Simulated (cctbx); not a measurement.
# A crystallographic session in cctbx: NbAg2Cl5O

Library: cctbx 2025.11. The data are simulated by the first script.

## 1. Simulate the data

run.py:

```python
from cctbx import adptbx, crystal, miller, sgtbx, xray
from cctbx.array_family import flex
from iotbx.shelx import hklf
from scitbx import matrix
import scitbx.random

cs = crystal.symmetry(unit_cell=(6.389, 6.389, 17.907, 90, 90, 120), space_group_symbol='Hall: P 31')  # P3_1
atoms = [  # label, site, U (iso, or U11 U22 U33 U12 U13 U23 in A^2), occupancy
    ("Ag1", (0.3374, 0.6655, 0.8329), (0.0035, 0.0040, 0.0029, 0.0023, 0.0004, 0.0005), 1),
    ("Ag2", (0.9932, 0.9851, 0.8361), (0.0038, 0.0041, 0.0056, 0.0009, -0.0005, -0.0002), 1),
    ("Nb1", (0.6746, 0.368, 0.6722), (0.0046, 0.0049, 0.0059, 0.0024, -0.0001, -0.0001), 1),
    ("Cl1", (0.3399, 0.3341, 0.9145), (0.0066, 0.0071, 0.0079, 0.0041, 0.0002, -0.0000), 1),
    ("Cl2", (0.3544, 0.3314, 0.5831), (0.0091, 0.0045, 0.0091, 0.0038, 0.0016, -0.0009), 1),
    ("Cl3", (0.3497, 0.3319, 0.25), (0.0052, 0.0050, 0.0070, 0.0030, -0.0002, -0.0016), 1),
    ("Cl4", (0.3458, 0.0165, 0.7464), (0.0070, 0.0070, 0.0048, 0.0034, -0.0005, -0.0002), 1),
    ("Cl5", (0.3327, 0.0055, 0.4183), (0.0075, 0.0072, 0.0079, 0.0051, -0.0006, 0.0006), 1),
    ("O1", (0.3522, 0.016, 0.0832), (0.0129, 0.0124, 0.0073, 0.0062, -0.0000, 0.0004), 1),
]
xs = xray.structure(crystal_symmetry=cs)
for label, site, u, occ in atoms:
    u = adptbx.u_cif_as_u_star(cs.unit_cell(), u) if isinstance(u, tuple) else u
    xs.add_scatterer(xray.scatterer(label, site=site, u=u, occupancy=occ))
xs.set_inelastic_form_factors(1.54184, "sasaki")
xs.show_summary()
p1 = xs.expand_to_p1()
ms = miller.build_set(p1, anomalous_flag=True, d_min=0.8)
flex.set_random_seed(23151)
scitbx.random.set_random_seed(23151)
ms = ms.select(flex.random_double(ms.size()) < 0.95)
i = ms.structure_factors_from_scatterers(p1, algorithm="direct").f_calc().as_intensity_array().data()
law = matrix.sqr((0, -1, 0, -1, 0, 0, 0, 0, -1))
mate = flex.miller_index([tuple(matrix.row(h) * law) for h in ms.indices()])
i2 = ms.customized_copy(indices=mate).structure_factors_from_scatterers(p1, algorithm="direct").f_calc().as_intensity_array().data()
i = (1 - 0.47) * i + 0.47 * i2
i = i * 70000 / flex.max(i)
sig = flex.sqrt(i + flex.pow2(0.06 * i) + 8 ** 2)
noise = scitbx.random.variate(scitbx.random.normal_distribution())(i.size())
data = ms.array(data=i + sig * noise, sigmas=sig).set_observation_type_xray_intensity()
with open("data.hkl", "w") as f:
    data.export_as_shelx_hklf(f)
print("reflections written:", data.size(), " <I/sigma> = %.1f" % flex.mean(data.data() / data.sigmas()))
for h, a, b in list(data.sort("data"))[:12]:
    print("%4d%4d%4d %9.1f %7.1f" % (h + (a, b)))
```

```console
$ python run.py
```

```text
Number of scatterers: 9
At special positions: 0
Unit cell: (6.389, 6.389, 17.907, 90, 90, 120)
Space group: P 31 (No. 144)
reflections written: 4877  <I/sigma> = 11.9
   3   0   0   77820.3  4208.3
   0   3   0   74432.0  4208.1
   0  -3   0   73567.0  4208.3
  -3   3   0   71258.3  4208.3
  -3   0   0   69458.6  4208.1
   3  -3   0   66823.2  4208.1
   1  -2   6   62422.3  3444.6
   1   1   6   60736.5  3444.6
  -2   1   6   59113.6  3444.6
  -1   2  -6   58719.7  3445.0
   0   0 -12   58568.9  3359.2
   1  -2  -6   57719.3  3394.6
```

It took 0.28 s on 1 thread of Arm Neoverse V2, with other jobs on the host, peak memory 0.07 GiB.

## 2. Symmetry

run.py:

```python
from cctbx import crystal, sgtbx, statistics
from cctbx.array_family import flex
from iotbx.shelx import hklf

p1 = crystal.symmetry(unit_cell=(6.389, 6.389, 17.907, 90, 90, 120), space_group_symbol="P 1")
raw = hklf.reader(file_name="data.hkl").as_miller_arrays(crystal_symmetry=p1, anomalous=True)[0]
print(raw.size(), "reflections to d = %.3f A" % raw.d_min())
isig = raw.data() / raw.sigmas()
print("centring   violations  <I/sigma> of those")
best = "P"
for c in "ABCIRF":
    a = raw.customized_copy(space_group_info=sgtbx.space_group_info("Hall: %s 1" % c)).sys_absent_flags().data()
    m = flex.mean(isig.select(a))
    print("%5s %10d of %5d %8.1f" % (c, (isig.select(a) > 4).count(True), a.count(True), m))
    if (isig.select(a) > 4).count(True) < 0.01 * a.count(True):
        best = c
raw = raw.select(~raw.customized_copy(space_group_info=sgtbx.space_group_info("Hall: %s 1" % best)).sys_absent_flags().data())
isig = raw.data() / raw.sigmas()
rows = []
for s in sgtbx.space_group_symbol_iterator():
    g = sgtbx.space_group(s)
    if g.conventional_centring_type_symbol() != best or not g.is_compatible_unit_cell(p1.unit_cell(), 1e-3, 0.02):
        continue
    rows.append((s, g))
print("Laue class    unique    Rint  (classes that these axes allow; Friedel mates merged)")
rint = {}
for s, g in rows:
    laue = g.build_derived_patterson_group()
    key = laue.type().hall_symbol()
    if key not in rint:
        m = raw.customized_copy(space_group_info=laue.info(), anomalous_flag=False).merge_equivalents()
        rint[key] = m.r_int()
        print("%-14s %6d %7.3f" % (laue.type().lookup_symbol(), m.array().size(), m.r_int()))
floor = min(rint.values())
good = [(s, g) for s, g in rows if rint[g.build_derived_patterson_group().type().hall_symbol()] < 2 * floor + 0.03]
top = max(g.build_derived_patterson_group().order_z() for s, g in good)
print("space group    extra absences  I>4sigma  <I/sigma>")
for s, g in good:
    laue = g.build_derived_patterson_group()
    if laue.order_z() != top:
        continue
    a = raw.customized_copy(space_group_info=g.info()).sys_absent_flags().data()
    a &= ~raw.customized_copy(space_group_info=laue.info()).sys_absent_flags().data()
    bad = (isig.select(a) > 4).count(True)
    if bad <= 0.03 * a.count(True):
        print("%-16s %8d %10d %9s  %s" % (s.universal_hermann_mauguin(), a.count(True), bad, "%.1f" % flex.mean(isig.select(a)) if a.count(True) else "-", "centric" if g.is_centric() else "acentric"))
laue = max(good, key=lambda t: t[1].build_derived_patterson_group().order_z())[1].build_derived_patterson_group()
f = raw.customized_copy(space_group_info=laue.info(), anomalous_flag=False).merge_equivalents().array().eliminate_sys_absent().f_sq_as_f()
f.set_observation_type_xray_amplitude()
bins = max(3, min(8, f.size() // 12))
f.setup_binner(n_bins=bins)
w = statistics.wilson_plot(f, {e: n / laue.order_z() for e, n in {'Ag': 6.0, 'Nb': 3.0, 'Cl': 15.0, 'O': 3.0}.items()}, e_statistics=True)
print("Wilson B = %.2f A^2   <|E^2-1|> = %.3f (0.968 centric, 0.736 acentric)   E^2>4: %.1f %%" % (w.wilson_b, w.mean_e_sq_minus_1, w.percent_e_sq_gt_2))
print("shell (A)         n   <I/sigma>")
m = raw.customized_copy(space_group_info=laue.info(), anomalous_flag=False).merge_equivalents().array().eliminate_sys_absent()
for b in m.setup_binner(n_bins=bins).range_used():
    sel = m.binner().selection(b)
    print("%5.2f - %4.2f %6d %8.1f" % (min(m.binner().bin_d_range(b)[0] if m.binner().bin_d_range(b)[0] > 0 else 99, 99), m.binner().bin_d_range(b)[1], sel.count(True), flex.mean((m.data() / m.sigmas()).select(sel))))
```

```console
$ python run.py
```

```text
4877 reflections to d = 0.801 A
centring   violations  <I/sigma> of those
    A       2352 of  2424     11.9
    B       2352 of  2434     11.9
    C       2388 of  2476     12.0
    I       2356 of  2433     11.9
    R       3116 of  3244     11.7
    F       3546 of  3667     12.0
Laue class    unique    Rint  (classes that these axes allow; Friedel mates merged)
P -1             2562   0.038
P 1 1 2/m        1336   0.220
P -3              871   0.048
P -3 1 m          505   0.050
P -3 m 1          558   0.222
P 6/m             460   0.223
P 6/m m m         326   0.223
space group    extra absences  I>4sigma  <I/sigma>
P 3 1 2                 0          0         -  acentric
P 31 1 2               26          0      -0.1  acentric
P 32 1 2               26          0      -0.1  acentric
P 3 1 m                 0          0         -  acentric
P -3 1 m                0          0         -  centric
Wilson B = 0.57 A^2   <|E^2-1|> = 1.191 (0.968 centric, 0.736 acentric)   E^2>4: 4.6 %
shell (A)         n   <I/sigma>
17.91 - 1.60     72     27.3
 1.60 - 1.27     66     30.8
 1.27 - 1.11     64     33.9
 1.11 - 1.01     64     32.8
 1.01 - 0.94     66     33.5
 0.94 - 0.88     55     33.7
 0.88 - 0.84     64     35.4
 0.84 - 0.80     54     34.9
```

Time: 0.3 s.

## 3. Refinement

run.py:

```python
import math
from cctbx import adptbx, crystal, maptbx, sgtbx, xray
from cctbx.array_family import flex
from cctbx.xray import observations
from iotbx.shelx import hklf
from scitbx.lstbx import normal_eqns_solving
from smtbx import absolute_structure, utils
from smtbx.refinement import constraints, least_squares

cs = crystal.symmetry(unit_cell=(6.389, 6.389, 17.907, 90, 90, 120), space_group_symbol='Hall: P 31')  # P3_1
atoms = [  # label, site, U (iso, or U11 U22 U33 U12 U13 U23 in A^2), occupancy
    ("Ag1", (0.3345, 0.6682, 0.8329), 0.0200, 1),
    ("Ag2", (0.9894, 0.9846, 0.8362), 0.0200, 1),
    ("Nb1", (0.6751, 0.3687, 0.6735), 0.0200, 1),
    ("Cl1", (0.336, 0.3312, 0.9151), 0.0200, 1),
    ("Cl2", (0.3551, 0.3282, 0.5817), 0.0200, 1),
    ("Cl3", (0.357, 0.3364, 0.2494), 0.0200, 1),
    ("Cl4", (0.3498, 0.0206, 0.7473), 0.0200, 1),
    ("Cl5", (0.3259, -0.0031, 0.4182), 0.0200, 1),
    ("O1", (0.3513, 0.0166, 0.0837), 0.0200, 1),
]
xs = xray.structure(crystal_symmetry=cs)
for label, site, u, occ in atoms:
    u = adptbx.u_cif_as_u_star(cs.unit_cell(), u) if isinstance(u, tuple) else u
    xs.add_scatterer(xray.scatterer(label, site=site, u=u, occupancy=occ))
xs.set_inelastic_form_factors(1.54184, "sasaki")
xs.convert_to_anisotropic()
raw = hklf.reader(file_name="data.hkl").as_miller_arrays(crystal_symmetry=cs, anomalous=True)[0]
merged = raw.eliminate_sys_absent().merge_equivalents()
fo2 = merged.array().set_observation_type_xray_intensity()
print("Rint %.3f, %d unique reflections to %.2f A" % (merged.r_int(), fo2.size(), fo2.d_min()))
for sc in xs.scatterers():
    sc.flags.set_grad_site(True)
    sc.flags.set_grad_u_aniso(sc.flags.use_u_aniso())
    sc.flags.set_grad_u_iso(sc.flags.use_u_iso())
obs = fo2.as_xray_observations()
extra = {}
rep = constraints.reparametrisation(xs, [], utils.connectivity_table(xs), **extra)
ls = least_squares.crystallographic_ls(obs, rep, weighting_scheme=least_squares.mainstream_shelx_weighting(a=0, b=0))
print("cycle     R1     wR2    GooF  max shift (A)")
for cycle in range(8):
    ls.build_up()
    r1, wr2, goof = ls.r1_factor(cutoff_factor=2)[0], ls.wR2(), ls.goof()
    old = xs.sites_cart()
    normal_eqns_solving.levenberg_marquardt_iterations(ls, n_max_iterations=3, tau=1e-06, step_threshold=1e-7)
    big = flex.max((xs.sites_cart() - old).norms())
    print("%4d %7.4f %7.4f %7.3f %9.5f" % (cycle + 1, r1, wr2, goof, big))
    ls.build_up(objective_only=True)
    if abs(ls.wR2() - wr2) < 5e-5 and big < 5e-4:
        break
ls.build_up()
print("final R1 %.4f wR2 %.4f GooF %.3f  parameters %d  data/parameter %.1f" % (ls.r1_factor(cutoff_factor=2)[0], ls.wR2(), ls.goof(), ls.n_parameters, fo2.size() / ls.n_parameters))
cov = ls.covariance_matrix_and_annotations()
su = dict(zip(cov.annotations, (math.sqrt(max(v, 0)) for v in cov.matrix.matrix_packed_u_diagonal())))
a2 = cs.unit_cell().reciprocal_parameters()[0] ** -2
print("atom        x        y        z      Ueq    occ   su(xyz)  su(Uiso or U11)")
for sc in xs.scatterers():
    s = max(su.get(sc.label + k, 0) for k in (".x", ".y", ".z"))
    npd = "" if sc.is_positive_definite_u(cs.unit_cell()) else "  NPD"
    print("%-5s %8.5f %8.5f %8.5f %8.4f %6.3f %8.5f %7.4f%s" % ((sc.label,) + sc.site + (sc.u_iso_or_equiv(cs.unit_cell()), sc.occupancy, s, su.get(sc.label + ".uiso", su.get(sc.label + ".u11", 0) * a2), npd)))
fo = fo2.f_sq_as_f()
fc = fo.structure_factors_from_scatterers(xs, algorithm="direct").f_calc()
diff = fo.f_obs_minus_f_calc(1 / math.sqrt(ls.scale_factor()), fc).average_bijvoet_mates()
m = diff.fft_map(symmetry_flags=maptbx.use_space_group_symmetry, resolution_factor=0.25).apply_volume_scaling()
print("difference map: max %.2f min %.2f rms %.2f" % (m.statistics().max(), m.statistics().min(), m.statistics().sigma()))
peaks = m.peak_search(parameters=maptbx.peak_search_parameters(min_distance_sym_equiv=0.6, max_clusters=6)).all()
near = xs.closest_distances(peaks.sites(), distance_cutoff=4)
sps = cs.special_position_settings(min_distance_sym_equiv=0.5)
for k, (x, h) in enumerate(zip(peaks.sites(), peaks.heights())):
    ss = sps.site_symmetry(x)
    print("Q%-3d %7.4f %7.4f %7.4f %4d %7.2f  %.2f A from %s" % ((k + 1,) + tuple(t % 1 for t in ss.exact_site()) + (ss.multiplicity(), h, near.smallest_distances[k], xs.scatterers()[near.i_seqs[k]].label)))
```

```console
$ python run.py
```

```text
Rint 0.042, 1712 unique reflections to 0.80 A
cycle     R1     wR2    GooF  max shift (A)
   1  0.2280  0.5296  10.479   0.07875
   2  0.0488  0.1738   3.438   0.01378
   3  0.0482  0.1716   3.395   0.00180
   4  0.0482  0.1716   3.395   0.00038
final R1 0.0482 wR2 0.1715 GooF 3.394  parameters 81  data/parameter 21.1
atom        x        y        z      Ueq    occ   su(xyz)  su(Uiso or U11)
Ag1    0.33154  0.66162  0.83462   0.0055  1.000  0.00030  0.0007  NPD
Ag2    0.99911  0.99278  0.83479   0.0058  1.000  0.00031  0.0008
Nb1    0.67981  0.36928  0.67308   0.0049  1.000  0.00059  0.0009  NPD
Cl1    0.34233  0.33729  0.91267   0.0192  1.000  0.00110  0.0024
Cl2    0.35125  0.33330  0.58314   0.0046  1.000  0.00075  0.0019  NPD
Cl3    0.34849  0.32814  0.25078   0.0126  1.000  0.00086  0.0020
Cl4    0.34647  0.01051  0.74792   0.0070  1.000  0.00070  0.0016  NPD
Cl5    0.33800  0.00915  0.41782   0.0079  1.000  0.00078  0.0018  NPD
O1     0.34438  0.01056  0.08101  -0.0170  1.000  0.00155  0.0041  NPD
difference map: max 2.18 min -3.53 rms 0.36
Q1    0.0230  0.6415  0.0917    3    2.30  1.86 A from Cl4
Q2    0.0105  0.3238  0.9177    3    2.23  2.08 A from Cl1
Q3    0.0307  0.9509  0.6681    3    1.88  2.34 A from Cl4
Q4    0.3011  0.6199  0.6643    3    1.76  2.47 A from Cl5
Q5    0.5285  0.1958  0.0206    3    1.63  0.74 A from Nb1
Q6    0.3686  0.3031  0.7577    3    1.56  1.81 A from Cl4
```

Time: 0.55 s.

This run holds a fault made on purpose: twinning ignored.

## 4. Refinement (twin law added)

run.py, as its changes from the last script of this kind:

```diff
@@ -36,2 +36,3 @@
-obs = fo2.as_xray_observations()
-extra = {}
+twin = xray.twin_component(sgtbx.rot_mx((0, -1, 0, -1, 0, 0, 0, 0, -1)), 0.2, True)
+obs = observations.customized_copy(fo2.as_xray_observations(), (), (twin,))
+extra = dict(twin_fractions=(twin,))
@@ -61,11 +62 @@
-fo = fo2.f_sq_as_f()
-fc = fo.structure_factors_from_scatterers(xs, algorithm="direct").f_calc()
-diff = fo.f_obs_minus_f_calc(1 / math.sqrt(ls.scale_factor()), fc).average_bijvoet_mates()
-m = diff.fft_map(symmetry_flags=maptbx.use_space_group_symmetry, resolution_factor=0.25).apply_volume_scaling()
-print("difference map: max %.2f min %.2f rms %.2f" % (m.statistics().max(), m.statistics().min(), m.statistics().sigma()))
-peaks = m.peak_search(parameters=maptbx.peak_search_parameters(min_distance_sym_equiv=0.6, max_clusters=6)).all()
-near = xs.closest_distances(peaks.sites(), distance_cutoff=4)
-sps = cs.special_position_settings(min_distance_sym_equiv=0.5)
-for k, (x, h) in enumerate(zip(peaks.sites(), peaks.heights())):
-    ss = sps.site_symmetry(x)
-    print("Q%-3d %7.4f %7.4f %7.4f %4d %7.2f  %.2f A from %s" % ((k + 1,) + tuple(t % 1 for t in ss.exact_site()) + (ss.multiplicity(), h, near.smallest_distances[k], xs.scatterers()[near.i_seqs[k]].label)))
+print("twin fraction %.3f" % twin.value)
```

```console
$ python run.py
```

```text
Rint 0.042, 1712 unique reflections to 0.80 A
cycle     R1     wR2    GooF  max shift (A)
   1  0.1745  0.4342   8.595   0.07155
   2  0.0345  0.1133   2.242   0.00845
   3  0.0306  0.0954   1.889   0.01860
   4  0.0240  0.0690   1.367   0.01528
   5  0.0190  0.0507   1.003   0.00807
   6  0.0179  0.0467   0.925   0.00209
   7  0.0177  0.0462   0.915   0.00090
   8  0.0177  0.0462   0.914   0.00037
final R1 0.0177 wR2 0.0461 GooF 0.913  parameters 82  data/parameter 20.9
atom        x        y        z      Ueq    occ   su(xyz)  su(Uiso or U11)
Ag1    0.33733  0.66568  0.83323   0.0033  1.000  0.00016  0.0003
Ag2    0.99322  0.98495  0.83636   0.0047  1.000  0.00022  0.0004
Nb1    0.67453  0.36793  0.67254   0.0051  1.000  0.00031  0.0004
Cl1    0.33990  0.33406  0.91476   0.0070  1.000  0.00047  0.0009
Cl2    0.35415  0.33120  0.58332   0.0077  1.000  0.00045  0.0009
Cl3    0.34944  0.33150  0.25032   0.0052  1.000  0.00044  0.0009
Cl4    0.34586  0.01645  0.74673   0.0061  1.000  0.00033  0.0008
Cl5    0.33278  0.00553  0.41849   0.0067  1.000  0.00035  0.0008
O1     0.35116  0.01618  0.08352   0.0107  1.000  0.00102  0.0029
twin fraction 0.470
```

Run time: 0.75 s on 1 thread of Arm Neoverse V2 (shared host), peak memory 0.09 GiB.

[Logs are printed without paths, hosts, clocks, repeated set-up lines and the standing remarks that a program may print on its own settings, such as how far it seeks lower states.]
